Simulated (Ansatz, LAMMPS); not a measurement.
## Structural relaxation of glassy 81SiO2-7Na2O-7CaO-4ZnO (mol %) (78 atoms)

Aim: bring glassy 81SiO2-7Na2O-7CaO-4ZnO (mol %) (78 atoms) to a nearby minimum of the energy and see what moves.

Program: Ansatz 0.2.0. Level of theory: Kohn-Sham DFT, r2SCAN, PAW (set soft_2), plane waves. Results are calculated unless marked as measured.

**1. Starting point**

The cell holds 78 atoms: 22 Si, 4 Na, 2 Ca, 1 Zn and 49 O. Its edges and angles: a = 10.234 Å, b = 10.234 Å, c = 10.234 Å, α = 90.0°, β = 90.0°, γ = 90.0°. 78 atoms (22 Si, 4 Na, 2 Ca, 1 Zn, 49 O) placed at random at 2.4 g/cm³, melted at 4000 K for 10 ps at fixed volume with the Morse and Coulomb pair potential with partial charges (Pedone, Malavasi, Menziani, Cormack and Segre, J. Phys. Chem. B 110, 11780 (2006)). Quenched from 4000 K to 300 K at 100 K/ps and fixed volume, held 10 ps at zero pressure.

Limits known from the start: The quench rate of 100 K/ps is orders of magnitude faster than experiment, which tends to freeze in extra defects. The starting topology of bonds comes from the classical model. Sampling is at Γ alone, for a cell whose shortest periodic width is 10 Å.

**2. Making the structure**

A classical potential supplies the starting structure, since it reaches far longer times than DFT.

This step: classical MD, Morse and Coulomb pair potential with partial charges (Pedone, Malavasi, Menziani, Cormack and Segre, J. Phys. Chem. B 110, 11780 (2006)) (LAMMPS 22 Jul 2025 - Update 4).

in.lmp

```
# melt-quench of Si22Na4Ca2Zn1O49
units metal
atom_style charge
boundary p p p
region box block 0 10.4215 0 10.4215 0 10.4215
create_box 5 box
mass 1 28.0850   # Si
mass 2 22.9898   # Na
mass 3 40.0780   # Ca
mass 4 65.3800   # Zn
mass 5 15.9990   # O
create_atoms 1 random 22 673603 NULL overlap 1.5 maxtry 2000
create_atoms 2 random 4 673610 NULL overlap 1.5 maxtry 2000
create_atoms 3 random 2 673617 NULL overlap 1.5 maxtry 2000
create_atoms 4 random 1 673624 NULL overlap 1.5 maxtry 2000
create_atoms 5 random 49 673631 NULL overlap 1.5 maxtry 2000
pair_style hybrid/overlay pedone 5.5 coul/long 8.0
pair_coeff * * coul/long
pair_coeff 1 5 pedone 0.340554 2.006700 2.100000 1   # Si-O
pair_coeff 2 5 pedone 0.023363 1.763867 3.006315 5   # Na-O
pair_coeff 3 5 pedone 0.030211 2.241334 2.923245 5   # Ca-O
pair_coeff 4 5 pedone 0.001221 3.150679 2.851850 1   # Zn-O
pair_coeff 5 5 pedone 0.042395 1.379316 3.618701 22   # O-O
set type 1 charge 2.4
set type 2 charge 0.6
set type 3 charge 1.2
set type 4 charge 1.2
set type 5 charge -1.2
kspace_style pppm 1.0e-4
neigh_modify delay 0 every 1 check yes
thermo_style custom step time temp pe press density
thermo_modify norm yes
timestep 0.002
thermo 100
# [... 15 lines left out ...]
fix md all nvt temp 4000 300 0.2
run 18500 post no
unfix md
thermo 1666
fix md all npt temp 300 300 0.2 iso 0 0 2
run 5000 post no
unfix md
write_dump all custom glass.dump id type xs ys zs modify sort id
```

Command:

```
> lmp -in in.lmp -log none -nocite
```

The program printed:

```text
LAMMPS (22 Jul 2025 - Update 4)
Created orthogonal box = (0 0 0) to (10.4215 10.4215 10.4215)
Created 22 atoms
Created 4 atoms
Created 2 atoms
Created 1 atoms
Created 49 atoms
PPPM initialization ...
  G vector (1/distance) = 0.38652042
  grid = 12 12 12
  estimated relative force accuracy = 4.8084622e-05
   Step          Time           Temp          PotEng         Press         Density
         0   0              0             -3.198265       473242.26      2.4050333
        90   0.18           0             -15.666625     -8489.6142      2.4050333
Loop time of 0.0407004 s on 1 MPI rank(s) for 90 steps with 78 atoms
Minimization stats:
  Stopping criterion = energy tolerance
  Energy initial, next-to-last, final =
     -3.19826496370697  -15.6651687098153  -15.6666252548394
  Force two-norm initial, final = 264.89318 2.5685451
  Iterations, force evaluations = 90 108
   Step          Time           Temp          PotEng         Press         Density
[... 7 lines left out ...]
      2499   4.998          3480.269      -15.162893     -12735.94       2.4050333
      3332   6.664          4525.9781     -15.187438      29967.349      2.4050333
      4165   8.33           3938.0883     -15.098058      26503.49       2.4050333
      4998   9.996          4283.8623     -15.263965      11046.117      2.4050333
      5831   11.662         4201.823      -15.214507      25790.526      2.4050333
[... 1 line left out ...]
Loop time of 1.60361 s on 1 MPI rank(s) for 5000 steps with 78 atoms
   Step          Time           Temp          PotEng         Press         Density
[... 12 lines left out ...]
Loop time of 5.69562 s on 1 MPI rank(s) for 18500 steps with 78 atoms
   Step          Time           Temp          PotEng         Press         Density
[... 1 line left out ...]
     24990   49.98          305.93388     -15.861762     -2653.7565      2.5861866
     26656   53.312         272.21092     -15.862966      15437.088      2.5562496
     28322   56.644         340.32255     -15.865806     -5083.2066      2.4993865
     29500   59             303.64734     -15.861663     -267.12063      2.5397375
Loop time of 2.08997 s on 1 MPI rank(s) for 5000 steps with 78 atoms
```

Wall time 9.8 s (1 thread of Arm Neoverse V2, shared host); peak memory 0.07 GiB.

**3. Single point at the start**

The forces at the start show how far the geometry lies from a minimum of this functional.

input.yaml

```yaml
crystal:
  lattice:
    - [10.2339, 0.0, 0.0]
    - [0.0, 10.2339, 0.0]
    - [0.0, 0.0, 10.2339]
  atoms:
    - { symbol: Si, position: [0.77929, 0.22576, 0.93023] }
    - { symbol: Si, position: [0.01522, 0.01677, 0.88672] }
    - { symbol: Si, position: [0.21557, 0.22852, 0.78007] }
    - { symbol: Si, position: [0.73802, 0.61695, 0.60685] }
    - { symbol: Si, position: [0.78502, 0.54416, 0.31497] }
    - { symbol: Si, position: [0.39474, 0.39854, 0.09003] }
    - { symbol: Si, position: [0.6613, 0.09173, 0.57085] }
    - { symbol: Si, position: [0.34038, 0.90605, 0.47982] }
    - { symbol: Si, position: [0.82527, 0.34295, 0.67707] }
    - { symbol: Si, position: [0.16846, 0.83525, 0.05488] }
    - { symbol: Si, position: [0.46707, 0.5114, 0.34023] }
    - { symbol: Si, position: [0.94856, 0.82225, 0.67484] }
    - { symbol: Si, position: [0.11219, 0.37817, 0.53383] }
    - { symbol: Si, position: [0.77626, 0.02316, 0.28048] }
    - { symbol: Si, position: [0.40833, 0.80176, 0.23833] }
    - { symbol: Si, position: [0.13108, 0.68146, 0.48198] }
    - { symbol: Si, position: [0.89357, 0.29477, 0.19939] }
    - { symbol: Si, position: [0.5579, 0.82963, 0.68146] }
    - { symbol: Si, position: [0.61333, 0.91477, 0.05013] }
    - { symbol: Si, position: [0.94551, 0.75495, 0.23512] }
    - { symbol: Si, position: [0.47549, 0.15675, 0.92481] }
    - { symbol: Si, position: [0.10182, 0.40712, 0.00835] }
    - { symbol: Na, position: [0.33528, 0.92102, 0.80547] }
    - { symbol: Na, position: [0.85685, 0.69457, 0.93485] }
    - { symbol: Na, position: [0.51044, 0.3679, 0.64528] }
    - { symbol: Na, position: [0.1676, 0.608, 0.79897] }
    - { symbol: Ca, position: [0.34019, 0.23622, 0.4296] }
    - { symbol: Ca, position: [0.02349, 0.0835, 0.45065] }
    - { symbol: Zn, position: [0.42384, 0.68884, 0.95961] }
    - { symbol: O, position: [0.27437, 0.83433, 0.17192] }
    - { symbol: O, position: [0.1657, 0.3276, 0.89152] }
    - { symbol: O, position: [0.07662, 0.74934, 0.61859] }
    - { symbol: O, position: [0.43356, 0.46624, 0.47972] }
    - { symbol: O, position: [0.02828, 0.53015, 0.94702] }
    - { symbol: O, position: [0.80206, 0.60492, 0.45483] }
    - { symbol: O, position: [0.01613, 0.31309, 0.1049] }
    - { symbol: O, position: [0.21264, 0.30417, 0.64836] }
    - { symbol: O, position: [0.42343, 0.24973, 0.03331] }
    - { symbol: O, position: [0.11284, 0.97952, 0.00688] }
    - { symbol: O, position: [0.46014, 0.5102, 0.00935] }
    - { symbol: O, position: [0.8763, 0.14986, 0.27558] }
    - { symbol: O, position: [0.42153, 0.64667, 0.28625] }
    - { symbol: O, position: [0.243, 0.02135, 0.47975] }
    - { symbol: O, position: [0.52184, 0.1622, 0.55374] }
    - { symbol: O, position: [0.62762, 0.2001, 0.89349] }
    - { symbol: O, position: [0.74066, 0.47261, 0.65452] }
    - { symbol: O, position: [0.8889, 0.11438, 0.91963] }
    - { symbol: O, position: [0.64322, 0.96098, 0.66256] }
    - { symbol: O, position: [0.41076, 0.39238, 0.24833] }
    - { symbol: O, position: [0.14774, 0.52641, 0.51483] }
    - { symbol: O, position: [0.8403, 0.71309, 0.69452] }
    - { symbol: O, position: [0.03188, 0.70057, 0.35942] }
    - { symbol: O, position: [0.24345, 0.76492, 0.9378] }
    - { symbol: O, position: [0.51854, 0.76744, 0.81249] }
    - { symbol: O, position: [0.87787, 0.89121, 0.26595] }
    - { symbol: O, position: [0.0316, 0.77158, 0.11] }
    - { symbol: O, position: [0.41995, 0.8834, 0.60854] }
    - { symbol: O, position: [0.10886, 0.28799, 0.41259] }
    - { symbol: O, position: [0.629, 0.51312, 0.31272] }
    - { symbol: O, position: [0.52069, 0.81054, 0.11326] }
    - { symbol: O, position: [0.61543, 0.70372, 0.59304] }
    - { symbol: O, position: [0.73366, 0.86386, 0.97478] }
    - { symbol: O, position: [0.50069, 0.00504, 0.96758] }
    - { symbol: O, position: [0.78363, 0.29023, 0.08102] }
    - { symbol: O, position: [0.10742, 0.10779, 0.79181] }
    - { symbol: O, position: [0.91864, 0.93308, 0.57362] }
    - { symbol: O, position: [0.25887, 0.7717, 0.45456] }
    - { symbol: O, position: [0.9636, 0.36563, 0.60561] }
    - { symbol: O, position: [0.98465, 0.89063, 0.80992] }
    - { symbol: O, position: [0.43891, 0.89629, 0.35313] }
    - { symbol: O, position: [0.70461, 0.04576, 0.4222] }
    - { symbol: O, position: [0.83778, 0.64687, 0.21369] }
    - { symbol: O, position: [0.68294, 0.01038, 0.16198] }
    - { symbol: O, position: [0.76156, 0.21092, 0.62335] }
    - { symbol: O, position: [0.36114, 0.17164, 0.81948] }
    - { symbol: O, position: [0.83107, 0.3323, 0.82701] }
    - { symbol: O, position: [0.23767, 0.432, 0.08083] }
    - { symbol: O, position: [0.86954, 0.41199, 0.28919] }
kpoints:
  mp_grid: { grid: [1, 1, 1] }
hamiltonian:
  xc: r2scan
scf:
  occupations: { method: gaussian, width: 0.025 }
output:
  forces: true
  stress: true
  populations: true
  dos:
    method: { smearing: { sigma: 0.1 } }
    de: 0.1
    projected: { site_lists: { Ca: [Ca], Na: [Na], O: [O], Si: [Si], Zn: [Zn] } }
  eigenvalues: true
```

Command:

```
> ansatz run input.yaml --threads 4 --pin off --max-ram 8192MiB --backend cpu --events-out ev --progress --plain --runs-dir out
```

The program printed:

```text
Engine: ansatz 0.2.0, aarch64-unknown-linux-gnu
Pseudopotentials: kind: paw
Pseudopotential: Si, paw, valence charge 4, recommended cutoff 500 eV (meta_gga), Si.paw.azcp
Pseudopotential: Na, paw, valence charge 9, recommended cutoff 500 eV (meta_gga), Na.paw.azcp
Pseudopotential: Ca, paw, valence charge 10, recommended cutoff 500 eV (meta_gga), Ca.paw.azcp
Pseudopotential: Zn, paw, valence charge 12, recommended cutoff 500 eV (meta_gga), Zn.paw.azcp
Pseudopotential: O, paw, valence charge 6, recommended cutoff 500 eV (meta_gga), O.paw.azcp
[... 6 lines on functional and potentials left out ...]
Crystal: 78 atoms, lattice volume = 1071.824 Å³
Basis set: ecut = 500 eV, 27201 PW (Γ), exchange–correlation on 300×300×300 points (64 copies of the dense FFT grid, shifted against one another)
Bands: 303, of which v1, the nominal top of the filled ones, is band 225 counted from 1 (224 counted from 0)
Symmetry: 1 space group operations
Space group: P1 (ITA 1), of the structure as read, at distance tolerance 1.0e-4 Å
k-points: 1
[... 16 lines on functional and potentials left out ...]
Initial density: superposition of atomic densities (neutral atoms: chi_scale 0, normalization atom), corrected by the library's trained network
Initial wavefunctions: pseudopotential atomic-orbital guess
Functional: x = r2scan, c = r2scan; τ floored in thin density (d = 2e-4 eV/Å³)
SCF iter   1: F=—  HF=-54930.182536 eV  |F-HF|=—  |Δ(HF+E_count)|=         —  Δρ=8.33e-3  dr2=7.10e-1  dr2_τ=6.27e0  ethr=1.77e-3  ⟨swp⟩=7.0  Hψ=1542  notcnv=0  defer=64
preconditioner: auto → Resta (q_TF=auto, 2.361 Å⁻¹)  ε∞=2.8  [insulator: Δε(μ)=3.654 eV  Ē_g=17.899 eV  σ=0.025 eV  W_gap=1.00  n_scr=250 (ndim 8)  ℏωp=23.7 eV  f_vac=0.171  D(μ)=0.00/eV (n_scr^D=0)  ε∞_Penn≈2.8]
SCF iter   2: F=—  HF=-54932.241638 eV  |F-HF|=—  |Δ(HF+E_count)|=    2.06e0  Δρ=4.72e-3  dr2=1.65e-1  dr2_τ=1.55e-2  ethr=1.58e-4  ⟨swp⟩=3.0  Hψ=586  notcnv=0  defer=69
SCF iter   3: F=—  HF=-54932.223837 eV  |F-HF|=—  |Δ(HF+E_count)|=   1.78e-2  Δρ=1.81e-3  dr2=2.39e-2  dr2_τ=1.88e-3  ethr=3.66e-5  ⟨swp⟩=3.0  Hψ=396  notcnv=0  defer=69
SCF iter   4: F=—  HF=-54932.218554 eV  |F-HF|=—  |Δ(HF+E_count)|=   5.28e-3  Δρ=6.13e-4  dr2=2.67e-3  dr2_τ=3.00e-4  ethr=5.30e-6  ⟨swp⟩=2.0  Hψ=512  notcnv=0  defer=69
SCF iter   5: F=—  HF=-54932.217410 eV  |F-HF|=—  |Δ(HF+E_count)|=   1.14e-3  Δρ=1.81e-4  dr2=3.16e-4  dr2_τ=2.69e-5  ethr=5.93e-7  ⟨swp⟩=2.0  Hψ=401  notcnv=0  defer=69
SCF iter   6: F=—  HF=-54932.217575 eV  |F-HF|=—  |Δ(HF+E_count)|=   1.65e-4  Δρ=1.00e-4  dr2=9.92e-5  dr2_τ=1.24e-5  ethr=7.03e-8  ⟨swp⟩=2.0  Hψ=393  notcnv=0  defer=69
SCF iter   7: F=—  HF=-54932.215773 eV  |F-HF|=—  |Δ(HF+E_count)|=   1.80e-3  Δρ=2.20e-5  dr2=5.79e-6  dr2_τ=5.14e-7  ethr=2.21e-8  ⟨swp⟩=2.0  Hψ=393  notcnv=0  defer=69
SCF iter   8: F=—  HF=-54932.215778 eV  |F-HF|=—  |Δ(HF+E_count)|=   5.23e-6  Δρ=1.28e-5  dr2=1.63e-6  dr2_τ=1.78e-7  ethr=1.29e-9  ⟨swp⟩=2.0  Hψ=450  notcnv=0  defer=69
SCF iter   9: F=—  HF=-54932.215778 eV  |F-HF|=—  |Δ(HF+E_count)|=   3.89e-7  Δρ=3.49e-6  dr2=1.51e-7  dr2_τ=1.35e-8  ethr=3.63e-10  ⟨swp⟩=2.0  Hψ=448  notcnv=0  defer=69
SCF iter  10: F=-54932.215778 eV  HF=-54932.215778 eV  |F-HF|=3.57e-10  |Δ(HF+E_count)|=   1.07e-7  Δρ=2.26e-6  dr2=4.98e-8  dr2_τ=6.34e-9  ethr=2.22e-11  ⟨swp⟩=18.0  Hψ=1907  notcnv=0
SCF 1 converged in 10 iterations: F = -54932.215778 eV  dr2 = 4.98e-8
  greatest PAW one-centre occupation: 1.000 electrons in one spin orbital (limit 2), on the Na atom at site 22 (counted from 0), in its partial waves of l = 0
SCF converged after 10 iterations
Free energy (F): -54932.215778 eV
Harris-Foulkes:  -54932.215778 eV  (|F-HF|=3.57e-10)
Internal energy: -54932.215778 eV  (E = F + TS)
E sigma→0 (E₀):  -54932.215778 eV
Fermi energy:    5.524858 eV
--- Per-component energies (eV) ---
  E_band       = -3162.693631
  E_kinetic    = 10978.269863
  E_local      = -35289.569868  (includes V_loc(G=0)·N_el)
  E_nonlocal   = 4052.072754
  E_hartree    = 13183.070587
  E_xc         = -5321.266026
  E_vxc        = -7030.605604  (∫ρ·V_xc dr)
  E_paw        = -23975.305707  (= ΣΔE_a)
  E_vpaw       = -2687.599943  (= ΣTr[D̂ρ^β])
  E_aug_tail   = 0.052638  (compensation charges beyond the density's cutoff)
  E_vtau       = 448.565821  (kinetic-family band-sum trace: ∫τ·v_τ [+ j·A + Jᵃ·Aᵃ] dr)
  E_ewald      = -18555.564369
  E_core_change = -3.975649  (= ΣΔE_core)
  E_smearing   = -0.000000  (= −TS)
  E_closure    = -0.000000  (closes the sum)
  Σ components = -54932.215778   (vs F -54932.215778, Δ=0.00e0)
--- Forces (eV/Å), atoms counted from 1 ---
  atom   1  Si     0.38467629     0.99153881     2.44952231
  atom   2  Si    -0.37262583     3.91771255     0.91541832
  atom   3  Si    -2.14287068    -1.45839016     4.46126068
  atom   4  Si     4.28631722     2.40596549    -2.92363988
  atom   5  Si    -2.77077087    -1.65754476     0.60998249
  atom   6  Si    -2.65139113    -0.27862579    -0.63438476
  atom   7  Si    -1.31127105     0.60600914    -1.03355447
  atom   8  Si    -0.23745602    -1.65350906    -1.03082945
  atom   9  Si     1.33987976    -0.51796019    -1.83520974
  atom  10  Si    -1.12719745    -0.22357617    -0.11733682
  atom  11  Si     3.18612536    -0.88339489    -0.44653096
  atom  12  Si    -0.28582476     2.00227198    -2.86293721
  atom  13  Si    -3.05359830    -0.95586223     2.69127900
  atom  14  Si     1.05387169    -1.23809105     1.54583398
[...]
atom  77  O      1.09074305     0.42664709     1.57678168
  atom  78  O     -0.60294142     1.76979263     2.31800173
  max |Σ_I F_I| component: 1.27e-4 eV/Å
--- Stress (GPa, compression-positive) ---
       -0.707534       1.483203       0.305572
        1.483201      -0.066778       1.889035
        0.305572       1.889035       3.849277
  P = ⅓ Tr σ = 1.0250 GPa (10.250 kbar)
--- Band table (eV) ---
  k-point 0: bands = ["-49.3433", "-49.1915", "-49.1669", "-47.9387", [... 287 levels ...], "13.5698", "13.5985", "13.6060", "13.7097", "13.8017", "13.8076", "13.8431", "13.8940", "13.9924", "14.0310", "14.0824", "14.1477"]
--- Löwdin populations: 78 sites ---
  site symbol       q [e]
     0     Si      2.1493
     1     Si      2.1366
     2     Si      2.1797
[...]
77      O      6.8256
  spilling = 0.012321 (of n_electrons = 450.000000)
```

Wall time 32 s (4 threads of Arm Neoverse V2, shared host); peak memory 2.6 GiB.

The run gave:

* free energy: -54932.2158 eV
* free energy per atom: -704.2592 eV/atom
* SCF cycles: 10
* pressure: 1.025 GPa
* r.m.s. force component: 1.47 eV/Å
* longest force: 5.719 eV/Å
* Fermi energy: 5.525 eV
* gap (highest filled to lowest empty level): 3.359 eV
* spilling of the projection: 0.01232

The r.m.s. force component of 1.5 eV/Å and the pressure of 1.0 GPa set the starting point.

Neighbours are counted within 2.08 Å (O-Si), 2.71 Å (O-Na), 2.93 Å (O-Ca), 2.20 Å (O-Zn).

Length of the force by element and coordination:

| element | coordination | atoms | mean length of the force (eV/Å) | spread | least | most |
| --- | --- | --- | --- | --- | --- | --- |
| Ca | all | 2 | 1.22 | 0.0258 | 1.20 | 1.25 |
| Ca | 4 | 1 | 1.25 | 0 | 1.25 | 1.25 |
| Ca | 6 | 1 | 1.20 | 0 | 1.20 | 1.20 |
| Na | all | 4 | 0.484 | 0.0566 | 0.396 | 0.554 |
| Na | 3 | 2 | 0.449 | 0.0522 | 0.396 | 0.501 |
| Na | 4 | 1 | 0.485 | 0 | 0.485 | 0.485 |
| Na | 5 | 1 | 0.554 | 0 | 0.554 | 0.554 |
| O | all | 49 | 2.05 | 0.942 | 0.534 | 4.71 |
| O | 2 | 32 | 2.11 | 0.958 | 0.680 | 4.71 |
| O | 3 | 16 | 1.99 | 0.886 | 0.534 | 3.88 |
| O | 4 | 1 | 0.882 | 0 | 0.882 | 0.882 |
| Si | all | 22 | 3.18 | 1.16 | 1.16 | 5.72 |
| Zn | all | 1 | 0.905 | 0 | 0.905 | 0.905 |

(Continued in part 2 of 3.)

[Logs are printed without paths, hosts, clocks, repeated set-up lines and the standing remarks that a program may print on its own settings, such as how far it seeks lower states.]

[Hosts, paths, dates, database ids (printed as entryN), source tags and the programs' standing remarks are cut or masked in the printed files.]
